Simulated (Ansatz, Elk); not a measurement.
# Bonding as seen by X-rays: K2GaSn, part 2 of 2

Structure refinements treat a crystal as free atoms side by side. For a made-up structure of K2GaSn (cell and positions from a PBE relaxation) the runs below show what the calculated density changes in F(hkl).

Elk 11.2.3 (patched build); all-electron DFT.

So far: Set-up; Ground state and structure factors; The highest occupied states alone.

The structure was built from a prototype and need not be the compound's stable phase.

### 4. Another try

Level of this step: DFT, PBE, all-electron APW+lo, Dirac cores, scalar-relativistic bands, static density, no spin (Elk).

In this try the input is made faulty on purpose, to show what that does.

The input is changed as shown.

elk.in reads:

```
tasks
  0
  195

xctype
  20

spinpol
  .false.

rgkmax
  7.0

gmaxvr
  14.0

lmaxo
  7

lmaxapw
  8

swidth
  0.002

tshift
  .false.

ramdisk
  .false.

hmaxvr
  5.5

maxscl
  40

epspot
  1e-06

sppath
  './'

scale
  0.52917721

avec
  10.44803972323 -7.84981473024 0.00000000000
  10.44803972323 7.84981473024 -0.00000000000
  0.00000000000 -0.00000000000 12.12577118324

atoms
  3
  'Sn.in'
  2
  0.7623146933 0.2376853067 0.7500000000   0.000000 0.000000 0.000000
  0.2376853067 0.7623146933 0.2500000000   0.000000 0.000000 0.000000
  'Ga.in'
  2
  0.5000000000 0.5000000000 0.5000000000   0.000000 0.000000 0.000000
  0.5000000000 0.5000000000 -0.0000000000   0.000000 0.000000 0.000000
  'K.in'
  4
  0.6714119737 0.9871910627 0.2500000000   0.000000 0.000000 0.000000
  0.3285880263 0.0128089373 0.7500000000   0.000000 0.000000 0.000000
  0.9871910627 0.6714119737 0.7500000000   0.000000 0.000000 0.000000
  0.0128089373 0.3285880263 0.2500000000   0.000000 0.000000 0.000000

ngridk
  4 4 4
```

Launch:

```sh
$ OMP_NUM_THREADS=4 elk
```

Numbers of over 12 decimals in the logs are rounded to 6 here.

Output:

```text
┌─────────────────────────┐
│ Elk code version 11.2.3 │
└─────────────────────────┘

All units are atomic (Hartree, Bohr, etc.)

┌─────────────────────────────────────────────────┐
│ Ground-state run starting from atomic densities │
└─────────────────────────────────────────────────┘

Lattice vectors :
   5.528864511      -4.153943058       0.000000000
   5.528864511       4.153943058      -0.000000000
   0.000000000      -0.000000000       6.416681764

Reciprocal lattice vectors :
  0.5682166108     -0.7562916992      -0.000000000
[...]
total charge                :    238.0000000
 error                       :   0.8511260361

┌──────────────────────────────┐
│ Self-consistent loop stopped │
└──────────────────────────────┘

Warning : the lowest level lies among the core levels :   -2.291477821      -1.292032156

Warning : core states of species 1 leak from the muffin-tin :   0.8278617199E-01

Warning : core states of species 2 leak from the muffin-tin :   0.3417963942

Warning : the occupied levels lie far from the species files' linearisation energy :    1.187133526

Warning : more electrons lie deep than the shells out of the core hold :   32.0000       12.0000

Wrote STATE.OUT
[key lines of the parts left out:]
total energy                :     -18709.630699357
```

The job ended after 64 s (4 threads of Arm Neoverse V2, shared host; peak memory 0.3 GiB; 3.7 min of CPU time).

The run finished. A setting was moved off its sound value on purpose, so it serves as a test and not as the result.

The fault put into the input: lattice vectors in angstrom read as bohr.

Its structure factors differ from the first run's by R = 32.2 %.

### 5. Another functional

The difference from free atoms is small, so it is set against the change that LDA (Perdew-Wang) makes.

Edit elk.in of step 4 so:

```diff
@@ -5,3 +5,3 @@
 xctype
-  20
+  3
 
@@ -35,3 +35,3 @@
 maxscl
-  40
+  120
 
@@ -42,5 +42,2 @@
   './'
-
-scale
-  0.52917721
```

Launch:

```sh
$ OMP_NUM_THREADS=4 elk
```

Output:

```text
┌─────────────────────────┐
│ Elk code version 11.2.3 │
└─────────────────────────┘

All units are atomic (Hartree, Bohr, etc.)

┌─────────────────────────────────────────────────┐
│ Ground-state run starting from atomic densities │
└─────────────────────────────────────────────────┘

Lattice vectors :
   10.44803972      -7.849814730       0.000000000
   10.44803972       7.849814730      -0.000000000
   0.000000000      -0.000000000       12.12577118

Reciprocal lattice vectors :
  0.3006872808     -0.4002123313      -0.000000000
[...]
species : 2 (Ga)
[...]
species : 3 (K)
[...]
atom 3                    :    17.57651795     ( -0.3353686610E-05)
   atom 4                    :    17.57651795     ( -0.3353686610E-05)
 total in muffin-tins        :    225.7982411
 total calculated charge     :    237.9980441
 total charge                :    238.0000000
 error                       :   0.1955902338E-02

┌──────────────────────────────┐
│ Self-consistent loop stopped │
└──────────────────────────────┘

Warning : core states of species 2 leak from the muffin-tin :   0.7604810079E-03

Wrote STATE.OUT
[key lines of the parts left out:]
total energy                :     -18632.625143542
```

Run time: 77 s. Hardware: 4 threads; peak memory 0.39 GiB.

Against the first run R = 0.05 %; the largest change is -0.079 at 062.

### 6. Basis size

The basis and the expansions that go with it are enlarged, to see whether the differences are converged.

Edit elk.in of step 5 so:

```diff
@@ -5,3 +5,3 @@
 xctype
-  3
+  20
 
@@ -11,12 +11,12 @@
 rgkmax
-  7.0
+  8.5
 
 gmaxvr
-  14.0
+  18.0
 
 lmaxo
-  7
+  9
 
 lmaxapw
-  8
+  10
```

Launch:

```sh
$ OMP_NUM_THREADS=4 elk
```

Output:

```text
┌─────────────────────────┐
│ Elk code version 11.2.3 │
└─────────────────────────┘

All units are atomic (Hartree, Bohr, etc.)

┌─────────────────────────────────────────────────┐
│ Ground-state run starting from atomic densities │
└─────────────────────────────────────────────────┘

Lattice vectors :
   10.44803972      -7.849814730       0.000000000
   10.44803972       7.849814730      -0.000000000
   0.000000000      -0.000000000       12.12577118

Reciprocal lattice vectors :
  0.3006872808     -0.4002123313      -0.000000000
[...]
species : 2 (Ga)
[...]
species : 3 (K)
[...]
atom 3                    :    17.59396598     ( -0.1017392748E-06)
   atom 4                    :    17.59396598     ( -0.1017392748E-06)
 total in muffin-tins        :    225.8108489
 total calculated charge     :    237.9983491
 total charge                :    238.0000000
 error                       :   0.1650911672E-02

┌──────────────────────────────┐
│ Self-consistent loop stopped │
└──────────────────────────────┘

Warning : core states of species 2 leak from the muffin-tin :   0.7415666548E-03

Wrote STATE.OUT
[key lines of the parts left out:]
total energy                :     -18654.968354132
```

The job ended after 6 min (4 threads; peak memory 0.98 GiB; 17 min of CPU time).

Against the first run R = 0.01 %; the largest change is -0.017 at 604.

### 7. Settings against the effect

| run | R against the first run (%) | R against neutral atoms, low angle (%) | wall time |
| --- | --- | --- | --- |
| PBE, rgkmax 7 | 0.00 | 0.36 | 1.8 min |
| LDA (Perdew-Wang) | 0.05 | 0.36 | 77 s |
| rgkmax 8.5 with larger expansions | 0.01 | 0.36 | 6 min |

### 8. Summary of results

```
R against neutral atoms, sin θ/λ < 0.3 Å⁻¹ : 0.36 %
R against neutral atoms, 0.3 to 0.45 Å⁻¹   : 0.20 %
```

In words: Independent neutral atoms miss the calculated amplitudes by R = 0.36 % below 0.3 Å⁻¹ and 0.20 % from there to 0.45 Å⁻¹; by shells, 0.44 % below 0.15 Å⁻¹ (6 forms), 0.35 % 0.15 to 0.3 (37 forms), 0.20 % 0.3 to 0.45 (93 forms). Bonding, aspherical density and the tables' own atoms all enter these figures, and the runs don't part them. The largest change of an amplitude is -0.80 electrons, at 040. Weak lines can change much in proportion: 202 goes from 0.54 to 0.41. Below 0.3 Å⁻¹ the changes that finished (LDA (Perdew-Wang) and rgkmax 8.5 with larger expansions) move F by R = 0.04 % at most, against the 0.36 % that separates it from free atoms. The k-mesh has no finished test. Part of the difference isn't bonding: the tables are fits to free atoms and ions calculated by other methods than this functional. Thermal motion, anomalous dispersion and extinction are left out.

[Logs are printed without paths, hosts, clocks, repeated set-up lines and the standing remarks that a program may print on its own settings, such as how far it seeks lower states.]

[Hosts, paths, dates, database ids (printed as entryN), source tags and the programs' standing remarks are cut or masked in the printed files.]
